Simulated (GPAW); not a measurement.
# 2H-NbTe2 monolayer: simulated STM images

Wanted: filled- and empty-state images of 2H-NbTe2 monolayer, with its work function.

Calculated with GPAW 26.7.0; GPAW, PAW setups; layer in a repeated cell with vacuum, relaxation of atoms and in-plane cell, in the first sound run; inputs show where later runs differ.

## (1) The starting structure

The cell holds 3 atoms: 2 Te and 1 Nb. Its edges and angles: a = 3.901 Å, b = 3.901 Å, c = 17.577 Å, α = 90.0°, β = 90.0°, γ = 120.0°. Vacuum lies along c.

## (2) Relaxation

The atoms are relaxed first, since the surface dipole, and with it the work function, follows the positions of the outer layers.

Input file run.py:

```python
import json
import numpy as np
from ase import Atoms
from ase.filters import FrechetCellFilter
from ase.optimize import BFGS
from gpaw import GPAW, PW

slab = Atoms(
    ['Te', 'Nb', 'Te'],
    positions=[
        [-0.00000, 2.25216, 7.00000],
        [0.00000, 0.00000, 8.78861],
        [-0.00000, 2.25216, 10.57722]],
    cell=[[3.90086, 0.0, 0.0], [-1.95043, 3.37825, 0.0], [0.0, 0.0, 17.5772]],
    pbc=[True, True, True])

slab.calc = GPAW(mode=PW(600), xc='PBE', kpts={'size': (9, 9, 1), 'gamma': True},
                 occupations={'name': 'fermi-dirac', 'width': 0.05}, nbands='160%',
                 convergence={'density': 1e-05}, maxiter=200,
                 symmetry={'tolerance': 1e-3}, txt='slab.txt')
result = {}
# The in-plane cell is free; stress needs a cell that repeats along all three vectors
path = []
opt = BFGS(FrechetCellFilter(slab, mask=[1, 1, 0, 0, 0, 1]), maxstep=0.2)
opt.attach(lambda: path.append((slab.get_potential_energy(), slab.positions.tolist(), slab.get_forces().tolist())))
result['relaxed'] = bool(opt.run(fmax=0.02, steps=45))
result['path'] = path
result['cell'] = slab.cell.tolist()
print('in-plane lattice', slab.cell.cellpar().round(4)[[0, 1, 5]])
energy = slab.get_potential_energy()
fermi = slab.calc.get_fermi_level()
v = slab.calc.get_electrostatic_potential().mean((0, 1)) - fermi
n = slab.calc.get_pseudo_density().mean((0, 1))
L = slab.cell[2, 2]
z = np.arange(len(v)) * L / len(v)
low, high = slab.positions[:, 2].min(), slab.positions[:, 2].max()
below, above = np.interp([low - 4.8, high + 4.8], z, v)
slopes = [np.interp(x, z, np.gradient(v, z)) for x in (low - 4.8, high + 4.8)]
eps = np.array([[slab.calc.get_eigenvalues(k, s) for k in range(len(slab.calc.get_ibz_k_points()))]
                for s in range(slab.calc.get_number_of_spins())]) - fermi
top, bottom = eps[eps < 0].max(), eps[eps > 0].min()
dipole = slab.get_dipole_moment()[2]
print(f'energy {energy:.4f} eV, Fermi level {fermi:.4f} eV, dipole {dipole:.5f} e A')
print(f'potential 4.8 A off the faces, from the Fermi level: lower {below:.4f} eV, upper {above:.4f} eV')
print(f'slope of the potential there: lower {slopes[0]:.5f}, upper {slopes[1]:.5f} eV/A')
print(f'nearest levels on the mesh: {top:.4f} and {bottom:.4f} eV')
print('magnetic moment', round(slab.get_magnetic_moment(), 3))
result.update(energy=energy, fermi=fermi, dipole=dipole, below=below, above=above, slopes=slopes, edges=[top, bottom],
              z=z.tolist(), v=v.tolist(), n=n.tolist(), positions=slab.positions.tolist(),
              forces=slab.get_forces(apply_constraint=False).tolist(), moments=slab.get_magnetic_moments().tolist())
json.dump(result, open('result.json', 'w'))
```

Launch:

```console
> OMP_NUM_THREADS=1 OPENBLAS_NUM_THREADS=1 python run.py
```

The log of the run:

```text
Step          Energy          fmax
BFGS:    0      -17.881546        1.232349
BFGS:    1      -17.923616        1.077030
BFGS:    2      -18.041018        0.616742
BFGS:    3      -18.050034        0.483647
BFGS:    4      -18.073912        0.179128
BFGS:    5      -18.082394        0.105209
BFGS:    6      -18.083655        0.024576
BFGS:    7      -18.083711        0.004050
in-plane lattice [  3.6813   3.6813 119.9999]
energy -18.0685 eV, Fermi level -0.2483 eV, dipole -0.00026 e A
potential 4.8 A off the faces, from the Fermi level: lower 5.0253 eV, upper 5.0244 eV
slope of the potential there: lower 0.00005, upper 0.00037 eV/A
nearest levels on the mesh: -0.0264 and 0.0339 eV
magnetic moment 0.0
```

Wall time 2.8 min (1 thread of Intel Xeon Platinum 8488C (Sapphire Rapids), shared host); peak memory 0.32 GiB.

This step gave:

```
dipole along the normal                    : -2.58e-4 e·Å
levels nearest the Fermi level on the mesh : -0.02640, 0.03390 eV from the Fermi level
```

Table of electrostatic potential energy of an electron (without an applied field's), less the Fermi level, planar mean by z:

```csv
z (Å),"electrostatic potential energy of an electron (without an applied field's), less the Fermi level, planar mean (eV)"
0,5.02
1,5.03
2,5.03
3,5.02
4,5.01
5,4.77
6,0.832
7,-18.2
8,-3.96
9,-14.0
10,-6.12
11,-11.4
12,3.71
13,4.95
14,5.02
15,5.02
16,5.02
17,5.02
```

The pseudo valence density, planar mean by z:

z (Å), pseudo valence density, planar mean (e/Å³) and a bar from the least value:
```
     0.00       0.00 
     0.53       0.00 
     0.88       0.00 
     1.41       0.00 
     1.93       0.00 
     2.29       0.00 
     2.81       0.00 
     3.34       0.00 
     3.69       0.00 
     4.22       0.00 
     4.75       0.01 
     5.10       0.01 
     5.62       0.06 ##
     6.15       0.21 #######
     6.50       0.27 #########
     7.03       0.12 ####
     7.56       0.34 ###########
     7.91       0.32 ###########
     8.44       0.67 ######################
     8.96       0.91 ##############################
     9.49       0.36 ############
     9.84       0.33 ###########
    10.37       0.23 #######
    10.90       0.20 #######
    11.25       0.26 #########
    11.78       0.10 ###
    12.30       0.02 #
    12.66       0.01 
    13.18       0.00 
    13.71       0.00 
    14.06       0.00 
    14.59       0.00 
    15.12       0.00 
    15.47       0.00 
    16.00       0.00 
    16.52       0.00 
    16.87       0.00 
    17.40       0.00
```

The relaxation lowered the energy of the cell by 0.201 eV (energies extrapolated to zero smearing; the optimiser's log prints free energies). The largest force left on a free atom is 0.0041 eV/Å.

## (3) The slab's potential

With the geometry fixed, the planar mean of the potential gives the vacuum level on each side.

This step: GPAW, PAW setups; slab in vacuum (GPAW 26.7.0).

The cell differs from the one that the last finished run ended in (c 17.577 → 17.683 Å).

Input file run.py:

```python
import json
import numpy as np
from ase import Atoms
from ase.dft.stm import STM
from gpaw import GPAW, PW

slab = Atoms(
    ['Te', 'Nb', 'Te'],
    positions=[
        [0.00000, 2.12539, 7.00000],
        [0.00000, 0.00000, 8.84159],
        [0.00000, 2.12539, 10.68319]],
    cell=[[3.68128, 0.0, 0.0], [-1.84064, 3.18809, 0.0], [0.0, 0.0, 17.6832]],
    pbc=[True, True, False])

slab.calc = GPAW(mode=PW(400), xc='PBE', kpts={'size': (9, 9, 1), 'gamma': True},
                 occupations={'name': 'fermi-dirac', 'width': 0.05}, nbands='160%',
                 convergence={'density': 1e-05}, maxiter=200,
                 poissonsolver={'dipolelayer': 'xy'},
                 symmetry={'tolerance': 1e-3}, txt='slab.txt')
result = {}
energy = slab.get_potential_energy()
fermi = slab.calc.get_fermi_level()
v = slab.calc.get_electrostatic_potential().mean((0, 1)) - fermi
n = slab.calc.get_pseudo_density().mean((0, 1))
L = slab.cell[2, 2]
z = np.arange(len(v)) * L / len(v)
low, high = slab.positions[:, 2].min(), slab.positions[:, 2].max()
below, above = np.interp([low - 4.8, high + 4.8], z, v)
slopes = [np.interp(x, z, np.gradient(v, z)) for x in (low - 4.8, high + 4.8)]
eps = np.array([[slab.calc.get_eigenvalues(k, s) for k in range(len(slab.calc.get_ibz_k_points()))]
                for s in range(slab.calc.get_number_of_spins())]) - fermi
top, bottom = eps[eps < 0].max(), eps[eps > 0].min()
dipole = slab.get_dipole_moment()[2]
print(f'energy {energy:.4f} eV, Fermi level {fermi:.4f} eV, dipole {dipole:.5f} e A')
print(f'potential 4.8 A off the faces, from the Fermi level: lower {below:.4f} eV, upper {above:.4f} eV')
print(f'slope of the potential there: lower {slopes[0]:.5f}, upper {slopes[1]:.5f} eV/A')
print(f'nearest levels on the mesh: {top:.4f} and {bottom:.4f} eV')
print('magnetic moment', round(slab.get_magnetic_moment(), 3))
result.update(energy=energy, fermi=fermi, dipole=dipole, below=below, above=above, slopes=slopes, edges=[top, bottom],
              z=z.tolist(), v=v.tolist(), n=n.tolist(), positions=slab.positions.tolist(),
              forces=slab.get_forces(apply_constraint=False).tolist(), moments=slab.get_magnetic_moments().tolist())

# Images need the states of the whole zone, up to time reversal
slab.calc = slab.calc.fixed_density(symmetry={'point_group': False}, txt='states.txt', nbands='280%',
                                    convergence={'bands': 'CBM+2.3'})
stm = STM(slab)
result['stm'] = []
for bias in [-1.5, 2.0]:
    height = high + 4.0
    current = stm.get_averaged_current(bias, height)
    x, y, h = stm.scan(bias, current)
    i, f = divmod(height / L * stm.ldos.shape[2], 1)
    I = abs((1 - f) * stm.ldos[:, :, int(i)] + f * stm.ldos[:, :, int(i) + 1])
    print(f'bias {bias} V: mean current at 4.0 A {current:.4e}, corrugation {np.ptp(h):.4f} A')
    result['stm'].append(dict(bias=bias, current=current, h=(h - high).tolist(), I=I.tolist()))
json.dump(result, open('result.json', 'w'))
```

The log of the run:

```text
energy -18.0328 eV, Fermi level -0.2761 eV, dipole -0.00066 e A
potential 4.8 A off the faces, from the Fermi level: lower 5.0232 eV, upper 5.0257 eV
slope of the potential there: lower -0.00017, upper 0.00017 eV/A
nearest levels on the mesh: -0.0264 and 0.0339 eV
magnetic moment 0.0
bias -1.5 V: mean current at 4.0 A 1.1073e-05, corrugation 0.4059 A
bias 2.0 V: mean current at 4.0 A 1.5889e-05, corrugation 0.0833 A
```

It took 60 s on 1 thread; peak memory 0.33 GiB.

Numbers from this step:

```yaml
dipole_along_the_normal: -6.65e-4 e·Å
levels_nearest_the_fermi_level_on_the_mesh: -0.02635, 0.03385 eV from the Fermi level
upper_work_function: 5.026 eV
lower_work_function: 5.023 eV
corrugation_minus_1p5: 0.4059 Å
corrugation_2: 0.08327 Å
```

Electrostatic potential energy of an electron (without an applied field's), less the Fermi level, planar mean against z:

z (Å), electrostatic potential energy of an electron (without an applied field's), less the Fermi level, planar mean (eV) and a bar from the least value:
```
      0.0        5.0 ##############################
      0.5        5.0 ##############################
      1.0        5.0 ##############################
      1.5        5.0 ##############################
      2.0        5.0 ##############################
      2.5        5.0 ##############################
      3.0        5.0 ##############################
      3.5        5.0 ##############################
      4.0        5.0 ##############################
      4.5        5.0 ##############################
      5.0        4.8 ##############################
      5.5        4.1 #############################
      6.0        1.4 #########################
      6.5       -7.7 ##############
      7.0      -18.3 
      7.5       -8.8 ############
      8.0       -3.7 ###################
      8.5      -11.5 #########
      9.0      -14.8 ####
      9.5       -5.4 #################
     10.0       -5.3 #################
     10.5      -16.5 ##
     11.0      -12.9 #######
     11.5       -0.9 ######################
     12.0        3.5 ############################
     12.5        4.7 ##############################
     13.0        4.9 ##############################
     13.5        5.0 ##############################
     14.0        5.0 ##############################
     14.5        5.0 ##############################
     15.0        5.0 ##############################
     15.5        5.0 ##############################
     16.0        5.0 ##############################
     16.5        5.0 ##############################
     17.0        5.0 ##############################
     17.5        5.0 ##############################
```

The pseudo valence density, planar mean by z:

```csv
z (Å),"pseudo valence density, planar mean (e/Å³)"
0.00,0
0.42,0
0.84,0
1.47,0
1.89,1.3e-6
2.32,5.0e-6
2.74,1.7e-5
3.37,9.9e-5
3.79,3.2e-4
4.21,0.00104
4.63,0.00341
5.26,0.0204
5.68,0.0639
6.10,0.174
6.53,0.276
7.16,0.160
7.58,0.344
8.00,0.327
8.42,0.577
9.05,0.868
9.47,0.393
9.89,0.329
10.32,0.293
10.95,0.199
11.37,0.247
11.79,0.108
12.21,0.0365
12.84,0.00621
13.26,0.00188
13.68,5.8e-4
14.10,1.8e-4
14.74,3.1e-5
15.16,1.0e-5
15.58,3.5e-6
16.00,1.5e-6
16.63,0
17.05,0
17.47,0
```

Tip height over the top atom over a1 and a2. Sample bias -1.5 V, constant current at the mean current 4.0 Å over the top atom.

Values in Å, 12 rows by 16 columns, each cell a mean:
```
3.80 3.84 3.90 3.96 4.01 4.05 4.08 4.09 4.09 4.07 4.04 4.00 3.94 3.88 3.82 3.79
3.85 3.91 3.97 4.02 4.07 4.11 4.13 4.13 4.12 4.09 4.05 4.00 3.95 3.88 3.83 3.82
3.94 4.00 4.05 4.09 4.13 4.16 4.16 4.16 4.14 4.10 4.05 4.00 3.94 3.89 3.87 3.88
3.99 4.04 4.09 4.13 4.16 4.17 4.17 4.16 4.13 4.08 4.03 3.98 3.93 3.90 3.90 3.94
4.03 4.08 4.12 4.15 4.16 4.17 4.16 4.13 4.09 4.05 4.00 3.96 3.93 3.92 3.94 3.98
4.05 4.09 4.12 4.14 4.15 4.14 4.12 4.09 4.05 4.01 3.97 3.94 3.92 3.93 3.96 4.00
4.04 4.06 4.08 4.09 4.09 4.08 4.06 4.03 4.00 3.96 3.93 3.91 3.91 3.94 3.97 4.00
4.01 4.02 4.03 4.03 4.03 4.02 4.00 3.98 3.95 3.92 3.90 3.90 3.91 3.93 3.96 3.99
3.95 3.96 3.96 3.96 3.95 3.94 3.93 3.93 3.92 3.91 3.91 3.91 3.91 3.92 3.93 3.94
3.88 3.88 3.88 3.88 3.89 3.90 3.91 3.92 3.93 3.94 3.93 3.93 3.92 3.91 3.90 3.89
3.81 3.80 3.82 3.85 3.88 3.92 3.95 3.97 3.99 3.99 3.98 3.96 3.93 3.89 3.86 3.83
3.78 3.79 3.83 3.87 3.93 3.97 4.00 4.03 4.03 4.03 4.01 3.98 3.94 3.88 3.83 3.79
```
Columns: a1 from 0 to 0.944; rows upwards: a2 from 0 to 0.944.

Local density of states summed over the bias window over a1 and a2. Sample bias -1.5 V, constant height 4.0 Å over the top atom.

Values in units of 1e-5 arbitrary, 12 rows by 16 columns, each cell a mean:
```
0.7 0.8 0.9 1.0 1.1 1.3 1.4 1.4 1.4 1.4 1.2 1.1 1.0 0.8 0.7 0.7
0.8 0.9 1.0 1.2 1.4 1.5 1.6 1.6 1.6 1.4 1.3 1.1 1.0 0.8 0.7 0.7
0.9 1.1 1.3 1.5 1.6 1.7 1.8 1.7 1.6 1.5 1.3 1.1 0.9 0.8 0.8 0.8
1.1 1.3 1.4 1.6 1.7 1.8 1.8 1.7 1.6 1.4 1.2 1.1 0.9 0.9 0.9 0.9
1.2 1.4 1.5 1.7 1.8 1.8 1.7 1.6 1.4 1.3 1.1 1.0 0.9 0.9 0.9 1.1
1.3 1.4 1.5 1.6 1.7 1.6 1.6 1.4 1.3 1.2 1.0 0.9 0.9 0.9 1.0 1.1
1.2 1.3 1.4 1.4 1.4 1.4 1.3 1.2 1.1 1.0 0.9 0.9 0.9 0.9 1.0 1.1
1.1 1.2 1.2 1.2 1.2 1.2 1.1 1.0 1.0 0.9 0.9 0.9 0.9 0.9 1.0 1.1
1.0 1.0 1.0 1.0 1.0 1.0 0.9 0.9 0.9 0.9 0.9 0.9 0.9 0.9 0.9 0.9
0.8 0.8 0.8 0.8 0.8 0.9 0.9 0.9 0.9 0.9 0.9 0.9 0.9 0.9 0.9 0.8
0.7 0.7 0.7 0.8 0.8 0.9 1.0 1.0 1.1 1.1 1.0 1.0 0.9 0.8 0.8 0.7
0.7 0.7 0.7 0.8 0.9 1.0 1.1 1.2 1.2 1.2 1.1 1.0 0.9 0.8 0.7 0.7
```
Columns: a1 from 0 to 0.944; rows upwards: a2 from 0 to 0.944.

Tip height over the top atom over a1 and a2. Sample bias 2 V, constant current at the mean current 4.0 Å over the top atom.

Ten even steps from '0' (3.947 Å) to '9' (4.030 Å):
```
002346788887643200
123457888887543210
234567888876543211
345678898876543323
467789999877644334
678889998887654445
788899998887665566
888889888887766677
888888888887777778
888777888888777888
777667777788778877
665556667777777776
444444566777777665
333334556778776554
222233456788765433
101123567787765321
000134567887654310
001234678887643210
```
Columns: a1 from 0 to 0.944; rows upwards: a2 from 0 to 0.944.

Local density of states summed over the bias window over a1 and a2. Sample bias 2 V, constant height 4.0 Å over the top atom.

Ten even steps from '_' (1.42 × 1e-5 arbitrary) to '@' (1.72 × 1e-5 arbitrary):
```
____..::==++**##%%%%##**++==::..____
__..::--++**##%%%%%%##**++--::..____
::::--==**##%%%%%%%%##**==--::::....
--==++**##%%%%%%%%%%##**++==--::::::
==++**##%%%%@@@@%%%%##**++==--------
++**##%%%%@@@@@@%%%%##**++==========
####%%%%%%@@@@%%%%%%####**++++++++**
##%%%%%%%%%%%%%%%%%%####****++****##
##%%%%%%%%%%%%%%%%######********####
####################################
##************######################
++++++==++++++******####**####******
====----======++****########****++==
--::::::----==++++**######**++++==--
::....::::--==++****####****++==--::
______..::--==++**######**++==--::..
______..::--==**########**==--::..__
______::--==++##########++==--::____
```
Columns: a1 from 0 to 0.944; rows upwards: a2 from 0 to 0.944.

The potential is flat to 1.7e-4 eV/Å where it is read, so the vacuum is wide enough.

## (4) Summary of results

* work function, both faces: 5.03 eV
* dipole along the normal: -6.6e-4 e Å, near the numerical noise
* corrugation at -1.5 V: 0.406 Å
* corrugation at 2 V: 0.0833 Å

**Reading.** The corrugation at constant current is largest at -1.5 V, where the tip height varies by 0.41 Å over the cell. Negative sample bias images filled states, positive bias empty ones. The images are of Tersoff-Hamann type: an s-wave tip, no tip-sample forces, heights closer than in a microscope. The starting lattice was a guess from atomic radii; the relaxation moved it by -6 %. The small printed dipole stands for a step of 10 meV from the lower to the upper face, and the probes find 2.4 meV; values this small are near the numerical noise of both. The cell holds an odd number of electrons, so without spin polarisation it must come out metallic and without a moment, whatever its true state. The layer's cell and atoms come from the relaxation; spin-orbit coupling and temperature are left out.

[Logs are printed without paths, hosts, clocks, repeated set-up lines and the standing remarks that a program may print on its own settings, such as how far it seeks lower states.]

[Hosts, paths, dates, database ids (printed as entryN), source tags and the programs' standing remarks are cut or masked in the printed files.]
